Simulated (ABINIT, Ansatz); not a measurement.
## MgO (Periclase): G0W0 with ABINIT, start to end

Wanted: ground state, empty states, screening and self-energy for MgO (Periclase).

Method: PBE and many-body steps on it, plane waves, in ABINIT 10.8.3.

This is a report of a sequence of runs, with most program output left out.

The database entry behind the starting cell differs from later determinations by our own check (about 0.1 % long), so it need not match the best structure at ambient conditions.

### 1. Starting point

It takes space group Fm-3m (No. 225, cubic). Conventional cell: a = 4.217 Å, b = 4.217 Å, c = 4.217 Å, α = 90.00°, β = 90.00°, γ = 90.00°. Nearest to Mg lie 6 O at 2.11 Å. Nearest to O lie 6 Mg at 2.11 Å. Farther neighbours and most contacts between anions are not listed.

The cell and positions come from the Crystallography Open Database and are kept as given unless a step says otherwise.

### 2. Ground state

This step: ABINIT 10.8.3; DFT, PBE, plane waves, norm-conserving pseudopotentials.

The ground-state density comes first.

run.abi reads:

```
acell 3*1.0 Angstrom
rprim 
  -0.000000000000 2.108500000000 2.108500000000
  2.108500000000 0.000000000000 2.108500000000
  2.108500000000 2.108500000000 0.000000000000
ntypat 2
znucl 12 8
natom 2
typat 1 2
xred 
  0.000000000000 0.000000000000 0.000000000000
  0.500000000000 0.500000000000 0.500000000000
pp_dirpath "pseudos"
pseudos "Mg.upf, O.upf"
ecut 38
ngkpt 8 8 8
nshiftk 1
shiftk 0 0 0
kptopt 1
chksymbreak 0
nband 13
occopt 1
tolvrs 1e-10
nstep 60
prtwf 0
optforces 0
optstress 0
indata_prefix "in"
outdata_prefix "out"
tmpdata_prefix "tmp"
```

The run is started by

```bash
> OMP_NUM_THREADS=1 mpirun -n 8 abinit run.abi > log
```

Run time: 3.6 s. Hardware: 8 MPI ranks of Arm Neoverse V1, shared host; peak memory 0.47 GiB.

This step gave:

* total energy: -2069.4483 eV
* gap: 4.733 eV
* k of the valence top: 0, 0, 0
* k of the conduction bottom: 0, 0, 0
* least direct gap: 4.733 eV

The gap is direct, at Γ.

### 3. Bands along the symmetry lines

The cheap functional maps the bands first; the places of the edges decide which points the dearer methods must see.

run.abi reads:

```
acell 3*1.0 Angstrom
rprim 
  -0.000000000000 2.108500000000 2.108500000000
  2.108500000000 0.000000000000 2.108500000000
  2.108500000000 2.108500000000 0.000000000000
ntypat 2
znucl 12 8
natom 2
typat 1 2
xred 
  0.000000000000 0.000000000000 0.000000000000
  0.500000000000 0.500000000000 0.500000000000
pp_dirpath "pseudos"
pseudos "Mg.upf, O.upf"
ecut 38
iscf -2
irdden 1
kptopt 0
nkpt 50
kpt 
  0.00000000 0.00000000 0.00000000
  0.06250000 0.00000000 0.06250000
  0.12500000 0.00000000 0.12500000
  0.18750000 0.00000000 0.18750000
  0.25000000 0.00000000 0.25000000
  0.31250000 0.00000000 0.31250000
  0.37500000 0.00000000 0.37500000
  0.43750000 0.00000000 0.43750000
  0.50000000 0.00000000 0.50000000
  0.51562500 0.03125000 0.51562500
  0.53125000 0.06250000 0.53125000
  0.54687500 0.09375000 0.54687500
  0.56250000 0.12500000 0.56250000
  0.57812500 0.15625000 0.57812500
  0.59375000 0.18750000 0.59375000
  0.60937500 0.21875000 0.60937500
  0.62500000 0.25000000 0.62500000
  0.37500000 0.37500000 0.75000000
  0.32812500 0.32812500 0.65625000
  0.28125000 0.28125000 0.56250000
  0.23437500 0.23437500 0.46875000
  0.18750000 0.18750000 0.37500000
  0.14062500 0.14062500 0.28125000
  0.09375000 0.09375000 0.18750000
  0.04687500 0.04687500 0.09375000
  0.00000000 0.00000000 0.00000000
  0.06250000 0.06250000 0.06250000
  0.12500000 0.12500000 0.12500000
  0.18750000 0.18750000 0.18750000
  0.25000000 0.25000000 0.25000000
  0.31250000 0.31250000 0.31250000
  0.37500000 0.37500000 0.37500000
  0.43750000 0.43750000 0.43750000
  0.50000000 0.50000000 0.50000000
  0.50000000 0.46875000 0.53125000
  0.50000000 0.43750000 0.56250000
  0.50000000 0.40625000 0.59375000
  0.50000000 0.37500000 0.62500000
  0.50000000 0.34375000 0.65625000
  0.50000000 0.31250000 0.68750000
  0.50000000 0.28125000 0.71875000
  0.50000000 0.25000000 0.75000000
  0.50000000 0.21875000 0.71875000
  0.50000000 0.18750000 0.68750000
  0.50000000 0.15625000 0.65625000
  0.50000000 0.12500000 0.62500000
  0.50000000 0.09375000 0.59375000
  0.50000000 0.06250000 0.56250000
  0.50000000 0.03125000 0.53125000
  0.50000000 0.00000000 0.50000000
istwfk *1
nband 15
nbdbuf 2
tolwfr 1e-08
nstep 40
prtwf 0
prtvol 0
indata_prefix "in"
outdata_prefix "out"
tmpdata_prefix "tmp"
```

It took 2.9 s on 8 MPI ranks; peak memory 0.07 GiB; 22 s of CPU time.

Numbers from this step:

```yaml
gap: 4.733 eV
k_of_the_valence_top: 0, 0, 0
k_of_the_conduction_bottom: 0, 0, 0
least_direct_gap: 4.733 eV
```

The gap is 4.733 eV, as in the run before at this level.

The electronic bands at the labelled points (eV, zero at the top of the highest filled band; v1 is the highest filled band, c1 the lowest empty one):

| point | v4 | v3 | v2 | v1 | c1 | c2 | c3 | c4 |
| --- | --- | --- | --- | --- | --- | --- | --- | --- |
| Γ | -17.17 | 0.00 | 0.00 | 0.00 | 4.73 | 15.94 | 15.94 | 15.94 |
| halfway | -16.41 | -2.60 | -0.72 | -0.72 | 8.06 | 11.27 | 15.51 | 17.50 |
| X | -15.64 | -4.02 | -1.33 | -1.33 | 9.22 | 9.97 | 13.05 | 18.94 |
| halfway | -15.62 | -3.87 | -1.77 | -1.27 | 9.59 | 10.49 | 12.90 | 18.58 |
| U | -15.61 | -3.44 | -2.67 | -1.12 | 10.14 | 11.76 | 12.51 | 18.11 |
| jump to K | -15.61 | -3.44 | -2.67 | -1.12 | 10.14 | 11.76 | 12.51 | 18.11 |
| halfway | -16.34 | -2.91 | -1.16 | -0.38 | 8.15 | 12.04 | 15.37 | 17.95 |
| Γ | -17.17 | 0.00 | 0.00 | 0.00 | 4.73 | 15.94 | 15.94 | 15.94 |
| halfway | -16.57 | -2.63 | -0.33 | -0.33 | 7.09 | 12.61 | 16.73 | 16.73 |
| L | -15.86 | -4.57 | -0.63 | -0.63 | 7.91 | 12.57 | 16.32 | 16.32 |
| halfway | -15.72 | -3.96 | -1.90 | -0.97 | 9.68 | 12.18 | 13.50 | 16.90 |
| W | -15.58 | -2.91 | -2.91 | -1.75 | 11.66 | 11.66 | 12.15 | 15.52 |
| halfway | -15.61 | -3.73 | -1.87 | -1.54 | 10.08 | 10.85 | 12.73 | 17.32 |
| X | -15.64 | -4.02 | -1.33 | -1.33 | 9.22 | 9.97 | 13.05 | 18.94 |

### 4. Empty states on the mesh, 6×6×6 mesh, 118 bands

The sums over transitions need many empty states on a uniform mesh; this step solves for them.

run.abi reads:

```
acell 3*1.0 Angstrom
rprim 
  -0.000000000000 2.108500000000 2.108500000000
  2.108500000000 0.000000000000 2.108500000000
  2.108500000000 2.108500000000 0.000000000000
ntypat 2
znucl 12 8
natom 2
typat 1 2
xred 
  0.000000000000 0.000000000000 0.000000000000
  0.500000000000 0.500000000000 0.500000000000
pp_dirpath "pseudos"
pseudos "Mg.upf, O.upf"
ecut 38
ngkpt 6 6 6
nshiftk 1
shiftk 0 0 0
kptopt 1
chksymbreak 0
irdden 1
istwfk *1
nband 118
prtvol 0
optdriver 6
gwr_task "HDIAGO"
paral_kgb 0
occopt 1
indata_prefix "in"
outdata_prefix "out"
tmpdata_prefix "tmp"
```

Elapsed: 7.3 s, on 8 MPI ranks; peak memory 1.4 GiB.

Numbers from this step:

- gap: 4.733 eV
- k of the valence top: 0, 0, 0
- k of the conduction bottom: 0, 0, 0
- least direct gap: 4.733 eV
- k points computed: 16
- lowest point of the top converged band, above the valence top: 159.2298 eV

On this mesh the gap is 4.733 eV.

### 5. Screening, 6×6×6 mesh, 110 bands, screening to 239.5 eV

The RPA dielectric matrix is built and inverted for each q.

This step: RPA screening on PBE, plane waves, norm-conserving pseudopotentials.

Changes to run.abi since step 4:

```diff
@@ -20,10 +20,11 @@
 chksymbreak 0
-irdden 1
 istwfk *1
-nband 118
-prtvol 0
-optdriver 6
-gwr_task "HDIAGO"
-paral_kgb 0
 occopt 1
+irdwfk 1
+optdriver 3
+nband 110
+ecuteps 8.8
+inclvkb 2
+awtr 1
+symchi 1
 indata_prefix "in"
```

The job ended after 44 s (8 MPI ranks; peak memory 1.3 GiB).

This step gave:

| Quantity | Value |
| --- | --- |
| ε∞ with local fields, on this mesh, along the program's q direction | 3.035 |
| the same without local fields | 3.257 |
| plasma frequency | 34.30 eV |
| plane waves in the screening matrix | 169 |

Local fields lower ε∞ by 7 %.

### 6. Self-energy, 6×6×6 mesh, 110 bands, screening to 239.5 eV

The self-energy is evaluated for the states that the input lists, and the levels follow from it, in one-shot runs by the linearised quasiparticle equation.

This step: G0W0 on PBE, plane waves, norm-conserving pseudopotentials.

Changes to run.abi since step 5:

```diff
@@ -23,8 +23,15 @@
 irdwfk 1
-optdriver 3
+optdriver 4
 nband 110
+gwcalctyp 0
+ecutsigx 38
+symsigma 1
+nkptgw 1
+kptgw 
+  0.0000000000 0.0000000000 0.0000000000
+bdgw 
+  6 12
 ecuteps 8.8
-inclvkb 2
-awtr 1
-symchi 1
+irdscr 1
+ppmodel 1
 indata_prefix "in"
```

Wall time 4.4 s (8 MPI ranks); peak memory 1.1 GiB; 35 s of CPU time.

Numbers from this step:

```
G0W0 gap on the points computed              : 7.024 eV
starting gap on the mesh                     : 4.733 eV
k of the valence top                         : 0, 0, 0
k of the conduction bottom                   : 0, 0, 0
Z at the valence top                         : 0.806
Z at the conduction bottom                   : 0.854
least direct G0W0 gap on the computed points : 7.024 eV
```

The gap on the mesh goes from 4.73 eV to 7.02 eV, a correction of +2.29 eV.

Limits: finite bands, cutoff and mesh. v1 is the top filled band, c1 the lowest empty one. The levels before and after the correction (eV, zero at the valence-band top of each column):

|  | conduction bottom | valence top |
| --- | --- | --- |
| Kohn-Sham | 4.73 | 0.00 |
| G0W0 | 7.02 | 0.00 |

|  | level | energy (eV) |
| --- | --- | --- |
| Kohn-Sham | Γ v3-v1 | 0.000 |
| Kohn-Sham | Γ c1 | 4.733 |
| Kohn-Sham | Γ c2-c4 | 15.939 |
| G0W0 | Γ v3-v1 | 0.000 |
| G0W0 | Γ c1 | 7.024 |
| G0W0 | Γ c2-c4 | 18.419 |

### 7. Where the time went

Times are wall times on 8 MPI ranks of Arm Neoverse V1, shared host, good to a factor of about two.

| step | time | share | memory (GiB) |
| --- | --- | --- | --- |
| ground state | 3.6 s | 6 % | 0.47 |
| bands along the symmetry lines | 2.9 s | 5 % | 0.07 |
| empty states on the mesh | 7.3 s | 12 % | 1.4 |
| screening | 44 s | 71 % | 1.3 |
| self-energy | 4.4 s | 7 % | 1.1 |

### 8. What came out

```json
{
 "PBE gap": "4.73 eV, direct",
 "G0W0 gap on the mesh": "7.02 eV",
 "GW settings": "6×6×6 mesh, 110 bands, screening to 239.5 eV, Godby-Needs plasmon pole",
 "known limits": "not at the basis limit"
}
```

What this shows: G0W0 moves the gap on the mesh from 4.73 eV to 7.02 eV (+2.29 eV), with Z of 0.81 and 0.85 at the edges. Local fields lower the RPA ε∞ on this mesh from 3.26 to 3.04. Only 1 of the mesh's irreducible points was corrected, so a valley elsewhere could overtake. The dearest step here is «screening». Bands and cutoff are finite, so the gap is not at the basis limit. The miss can reach some tenths of an eV and take either sign; the mesh is an error of its own. In the G0W0 run levels were corrected at 1 k point alone, so a gap called «on the mesh» is the least over those, and an edge elsewhere would be missed.

[Paths, hosts, dates, memory and timing lines, banners, echoed tables and standing remarks are left out of the program output.]

[Logs are printed without paths, hosts, clocks, repeated set-up lines and the standing remarks that a program may print on its own settings, such as how far it seeks lower states.]

[Runs of the session that timed out or met a known fault of the program may be left out.]

[Hosts, paths, dates, database ids (printed as entryN), source tags and the programs' standing remarks are cut or masked in the printed files.]

[G0W0 gaps are taken among the corrected bands and points alone; a level outside them can change the order at an edge.]

[Where Ansatz stands beside ABINIT at settings called matched, ABINIT's density can come from a denser mesh and the files from another edition; pairs whose starting gaps differed by over 0.03 eV were left out, so agreement reads better than it is.]
